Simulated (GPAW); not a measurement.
# Work function of 1T-NbSTe monolayer at several levels, part 2 of 2

How far do functional and basis move the work function of 1T-NbSTe monolayer?

GPAW 26.7.0; GPAW, PAW setups; layer in a repeated cell with vacuum, relaxation of atoms and in-plane cell (the session's first sound run).

So far, upper work function (eV): step 3 (the slab's potential, PBE, GPAW) 5.26; step 4 (LDA) 5.49; step 5 (GPAW, PAW setups) 5.58; step 6 (RPBE) 5.17.

## Step 7: Self-consistent run: xc = "revPBE"

The same geometry under revPBE, to see how far the functional moves the levels against the vacuum.

File run.py:

```python
import json
import numpy as np
from ase import Atoms
from gpaw import GPAW, PW

slab = Atoms(
    ['Te', 'Nb', 'S'],
    positions=[
        [1.76169, 1.01712, 7.00000],
        [0.00000, -0.00000, 8.95674],
        [0.00000, 2.03423, 10.36496]],
    cell=[[3.52339, 0.0, 0.0], [-1.76169, 3.05135, 0.0], [0.0, 0.0, 17.365]],
    pbc=[True, True, False])

slab.calc = GPAW(mode=PW(400), xc='revPBE', kpts={'size': (9, 9, 1), 'gamma': True},
                 occupations={'name': 'fermi-dirac', 'width': 0.05}, nbands='160%',
                 convergence={'density': 1e-05}, maxiter=200,
                 poissonsolver={'dipolelayer': 'xy'},
                 symmetry={'tolerance': 1e-3}, txt='slab.txt')
result = {}
energy = slab.get_potential_energy()
fermi = slab.calc.get_fermi_level()
v = slab.calc.get_electrostatic_potential().mean((0, 1)) - fermi
n = slab.calc.get_pseudo_density().mean((0, 1))
L = slab.cell[2, 2]
z = np.arange(len(v)) * L / len(v)
low, high = slab.positions[:, 2].min(), slab.positions[:, 2].max()
below, above = np.interp([low - 4.8, high + 4.8], z, v)
slopes = [np.interp(x, z, np.gradient(v, z)) for x in (low - 4.8, high + 4.8)]
eps = np.array([[slab.calc.get_eigenvalues(k, s) for k in range(len(slab.calc.get_ibz_k_points()))]
                for s in range(slab.calc.get_number_of_spins())]) - fermi
top, bottom = eps[eps < 0].max(), eps[eps > 0].min()
dipole = slab.get_dipole_moment()[2]
print(f'energy {energy:.4f} eV, Fermi level {fermi:.4f} eV, dipole {dipole:.5f} e A')
print(f'potential 4.8 A off the faces, from the Fermi level: lower {below:.4f} eV, upper {above:.4f} eV')
print(f'slope of the potential there: lower {slopes[0]:.5f}, upper {slopes[1]:.5f} eV/A')
print(f'nearest levels on the mesh: {top:.4f} and {bottom:.4f} eV')
print('magnetic moment', round(slab.get_magnetic_moment(), 3))
result.update(energy=energy, fermi=fermi, dipole=dipole, below=below, above=above, slopes=slopes, edges=[top, bottom],
              z=z.tolist(), v=v.tolist(), n=n.tolist(), positions=slab.positions.tolist(),
              forces=slab.get_forces(apply_constraint=False).tolist(), moments=slab.get_magnetic_moments().tolist())
json.dump(result, open('result.json', 'w'))
```

Started as:

```console
OMP_NUM_THREADS=1 OPENBLAS_NUM_THREADS=1 python run.py
```

It took 21 s on 1 thread of Arm Neoverse V1, shared host; peak memory 0.18 GiB.

Numbers from this step:

| Property | Result |
| --- | --- |
| dipole along the normal | -0.05392 e·Å |
| levels nearest the Fermi level on the mesh | -0.006917, 0.1364 eV from the Fermi level |
| upper work function | 5.171 eV |
| lower work function | 4.268 eV |

The electrostatic potential energy of an electron (without an applied field's), less the Fermi level, planar mean by z:

```
z (Å)  electrostatic potential energy of an electron (without an applied field's), less the Fermi level, planar mean (eV)
  0.0                                                                                                                4.72
  0.5                                                                                                                4.27
  1.0                                                                                                                4.27
  1.5                                                                                                                4.27
  2.0                                                                                                                4.27
  2.5                                                                                                                4.27
  3.0                                                                                                                4.27
  3.5                                                                                                                4.26
  4.0                                                                                                                4.25
  4.5                                                                                                                4.21
  5.0                                                                                                                4.03
  5.5                                                                                                                3.29
  6.0                                                                                                               0.350
  6.5                                                                                                               -9.60
  7.0                                                                                                               -21.0
  7.5                                                                                                               -10.3
  8.0                                                                                                               -3.69
  8.5                                                                                                               -10.6
  9.0                                                                                                               -18.3
  9.5                                                                                                               -9.51
 10.0                                                                                                               -9.59
 10.5                                                                                                               -13.3
 11.0                                                                                                              -0.327
 11.5                                                                                                                4.04
 12.0                                                                                                                4.95
 12.5                                                                                                                5.13
 13.0                                                                                                                5.16
 13.5                                                                                                                5.17
 14.0                                                                                                                5.17
 14.5                                                                                                                5.17
 15.0                                                                                                                5.17
 15.5                                                                                                                5.17
 16.0                                                                                                                5.17
 16.5                                                                                                                5.17
 17.0                                                                                                                5.13
```

The upper face's work function is 5.171 eV, against 5.259 eV in the first plane-wave PBE run at this geometry.

## Step 8: OptPBE vdW: xc = "optPBE-vdW"

The same geometry under optPBE-vdW, to see how far the functional moves the levels against the vacuum (the van der Waals functionals take revPBE setups).

Edit run.py of step 7 so:

```diff
@@ -14,3 +14,3 @@
 
-slab.calc = GPAW(mode=PW(400), xc='revPBE', kpts={'size': (9, 9, 1), 'gamma': True},
+slab.calc = GPAW(mode=PW(400), xc='optPBE-vdW', kpts={'size': (9, 9, 1), 'gamma': True},
                  occupations={'name': 'fermi-dirac', 'width': 0.05}, nbands='160%',
```

Elapsed: 31 s, on 1 thread; peak memory 0.32 GiB.

This step gave:

```
dipole along the normal                    : -0.05306 e·Å
levels nearest the Fermi level on the mesh : -0.01878, 0.1310 eV from the Fermi level
upper work function                        : 5.465 eV
lower work function                        : 4.576 eV
```

The upper face's work function is 5.465 eV, against 5.259 eV in the first plane-wave PBE run at this geometry.

## Step 9: Real-space grid: mode = "fd"

A real-space grid is a second complete basis, so it checks the plane-wave result.

Edit run.py of step 8 so:

```diff
@@ -3,3 +3,3 @@
 from ase import Atoms
-from gpaw import GPAW, PW
+from gpaw import GPAW
 
@@ -14,3 +14,3 @@
 
-slab.calc = GPAW(mode=PW(400), xc='optPBE-vdW', kpts={'size': (9, 9, 1), 'gamma': True},
+slab.calc = GPAW(mode='fd', h=0.18, xc='PBE', kpts={'size': (9, 9, 1), 'gamma': True},
                  occupations={'name': 'fermi-dirac', 'width': 0.05}, nbands='160%',
```

Wall time 48 s (1 thread); peak memory 0.33 GiB.

Numbers from this step:

* dipole along the normal: -0.05239 e·Å
* levels nearest the Fermi level on the mesh: -0.003539, 0.1326 eV from the Fermi level
* upper work function: 5.259 eV
* lower work function: 4.377 eV

Electrostatic potential energy of an electron (without an applied field's), less the Fermi level, planar mean against z:

```
z (Å)  electrostatic potential energy of an electron (without an applied field's), less the Fermi level, planar mean (eV)
  0.0                                                                                                                4.82
  0.5                                                                                                                4.38
  1.0                                                                                                                4.38
  1.5                                                                                                                4.38
  2.0                                                                                                                4.38
  2.5                                                                                                                4.38
  3.0                                                                                                                4.38
  3.5                                                                                                                4.37
  4.0                                                                                                                4.36
  4.5                                                                                                                4.32
  5.0                                                                                                                4.14
  5.5                                                                                                                3.39
  6.0                                                                                                               0.412
  6.5                                                                                                               -9.49
  7.0                                                                                                               -21.0
  7.5                                                                                                               -10.2
  8.0                                                                                                               -3.61
  8.5                                                                                                               -10.5
  9.0                                                                                                               -18.2
  9.5                                                                                                               -9.39
 10.0                                                                                                               -9.52
 10.5                                                                                                               -13.2
 11.0                                                                                                              -0.247
 11.5                                                                                                                4.12
 12.0                                                                                                                5.03
 12.5                                                                                                                5.21
 13.0                                                                                                                5.25
 13.5                                                                                                                5.26
 14.0                                                                                                                5.26
 14.5                                                                                                                5.26
 15.0                                                                                                                5.26
 15.5                                                                                                                5.26
 16.0                                                                                                                5.26
 16.5                                                                                                                5.26
 17.0                                                                                                                5.26
```

The upper face's work function is 5.259 eV, against 5.259 eV in the first plane-wave PBE run at this geometry.

## Step 10: Atomic orbitals: mode = "lcao"

Atom-centred orbitals end a few angstrom from the surface, which tests how much the density's tail matters.

Edit run.py of step 9 so:

```diff
@@ -14,4 +14,4 @@
 
-slab.calc = GPAW(mode='fd', h=0.18, xc='PBE', kpts={'size': (9, 9, 1), 'gamma': True},
-                 occupations={'name': 'fermi-dirac', 'width': 0.05}, nbands='160%',
+slab.calc = GPAW(mode='lcao', basis='dzp', h=0.18, xc='PBE', kpts={'size': (9, 9, 1), 'gamma': True},
+                 occupations={'name': 'fermi-dirac', 'width': 0.05}, nbands='120%',
                  convergence={'density': 1e-05}, maxiter=200,
```

Run time: 62 s. Hardware: 1 thread; peak memory 0.25 GiB.

Numbers from this step:

| Item | Value |
| --- | --- |
| dipole along the normal | -0.05803 e·Å |
| levels nearest the Fermi level on the mesh | -0.02567, 0.1295 eV from the Fermi level |
| upper work function | 5.302 eV |
| lower work function | 4.326 eV |

The upper face's work function is 5.302 eV, against 5.259 eV in the first plane-wave PBE run at this geometry.

## Step 11: Cost and result by level

Times are for 1 thread of Arm Neoverse V1, shared host. The series side by side:

```
no.         run  upper work function (eV)  lower work function (eV)  time  memory (GiB)
  1          pw                     5.259                     4.374  21 s          0.18
  2         LDA                     5.486                     4.664  20 s          0.18
  3     vdW DF2                     5.579                     4.681  31 s          0.32
  4        RPBE                     5.174                     4.262  21 s          0.18
  5      revPBE                     5.171                     4.268  21 s          0.18
  6  optPBE vdW                     5.465                     4.576  31 s          0.32
  7          fd                     5.259                     4.377  48 s          0.33
  8        lcao                     5.302                     4.326  62 s          0.25
```

## Step 12: Side by side

Results and costs are gathered.

This step: comparison of work functions, dipole and cost (GPAW 26.7.0).

Ladder, by row:

```
      step  code  work function, upper (eV)  work function, lower (eV)  dipole (e Å)  wall time (s)  peak memory (GiB)  threads
        pw  GPAW                      5.259                      4.374       -0.0528          20.83               0.18        1
       LDA  GPAW                      5.486                      4.664      -0.04912          19.99               0.18        1
   vdW-DF2  GPAW                      5.579                      4.681       -0.0536          31.09               0.32        1
      RPBE  GPAW                      5.174                      4.262      -0.05445          21.13               0.18        1
    revPBE  GPAW                      5.171                      4.268      -0.05392          21.02               0.18        1
optPBE-vdW  GPAW                      5.465                      4.576      -0.05306          31.38               0.32        1
        fd  GPAW                      5.259                      4.377      -0.05239          47.79               0.33        1
      lcao  GPAW                      5.302                      4.326      -0.05803          62.46               0.25        1
```

## Step 13: A changed run

One more run, with changed settings.

This step: GPAW, PAW setups; slab in vacuum (GPAW 26.7.0).

Edit run.py of step 10 so:

```diff
@@ -3,3 +3,3 @@
 from ase import Atoms
-from gpaw import GPAW
+from gpaw import GPAW, PW
 
@@ -14,5 +14,5 @@
 
-slab.calc = GPAW(mode='lcao', basis='dzp', h=0.18, xc='PBE', kpts={'size': (9, 9, 1), 'gamma': True},
-                 occupations={'name': 'fermi-dirac', 'width': 0.05}, nbands='120%',
-                 convergence={'density': 1e-05}, maxiter=200,
+slab.calc = GPAW(mode=PW(400), xc='PBE', kpts={'size': (9, 9, 1), 'gamma': True},
+                 occupations={'name': 'fermi-dirac', 'width': 0.05}, nbands='160%',
+                 convergence={'density': 1e-05}, maxiter=100,
                  poissonsolver={'dipolelayer': 'xy'},
@@ -27,4 +27,4 @@
 low, high = slab.positions[:, 2].min(), slab.positions[:, 2].max()
-below, above = np.interp([low - 4.8, high + 4.8], z, v)
-slopes = [np.interp(x, z, np.gradient(v, z)) for x in (low - 4.8, high + 4.8)]
+below, above = np.interp([low - 1.0, high + 1.0], z, v)
+slopes = [np.interp(x, z, np.gradient(v, z)) for x in (low - 1.0, high + 1.0)]
 eps = np.array([[slab.calc.get_eigenvalues(k, s) for k in range(len(slab.calc.get_ibz_k_points()))]
@@ -34,3 +34,3 @@
 print(f'energy {energy:.4f} eV, Fermi level {fermi:.4f} eV, dipole {dipole:.5f} e A')
-print(f'potential 4.8 A off the faces, from the Fermi level: lower {below:.4f} eV, upper {above:.4f} eV')
+print(f'potential 1.0 A off the faces, from the Fermi level: lower {below:.4f} eV, upper {above:.4f} eV')
 print(f'slope of the potential there: lower {slopes[0]:.5f}, upper {slopes[1]:.5f} eV/A')
```

Run time: 21 s. Hardware: 1 thread; peak memory 0.18 GiB.

The run finished. A setting was moved off its sound value on purpose, so it serves as a test and not as the result.

The fault put into the input: the potential probed 1 A off the face (probe = 1.0).

## Step 14: Results

- work function, upper and lower face: 5.259 and 4.374 eV
- dipole along the normal: -0.0528 e Å

With plane waves and PBE the work function is 5.26 eV on the upper face and 4.37 eV on the lower. The two faces differ by 0.88 eV, the step that the slab's dipole makes (e p/(ε0 A) gives 0.89 eV), so the dipole layer is needed. Over the sound runs of the table the upper face's work function spans 5.171 (revPBE) to 5.579 eV (vdW-DF2). The starting lattice was a guess from atomic radii; the relaxation moved it by -5 %. The relaxation of atoms and cell ran in a fully periodic cell without the dipole layer, so the atoms of this polar layer felt a small spurious field. The cell holds an odd number of electrons, so without spin polarisation it must come out metallic and without a moment, whatever its true state. The layer's cell and atoms come from the relaxation; spin-orbit coupling and temperature are left out.

[Logs are printed without paths, hosts, clocks, repeated set-up lines and the standing remarks that a program may print on its own settings, such as how far it seeks lower states.]

[Hosts, paths, dates, database ids (printed as entryN), source tags and the programs' standing remarks are cut or masked in the printed files.]
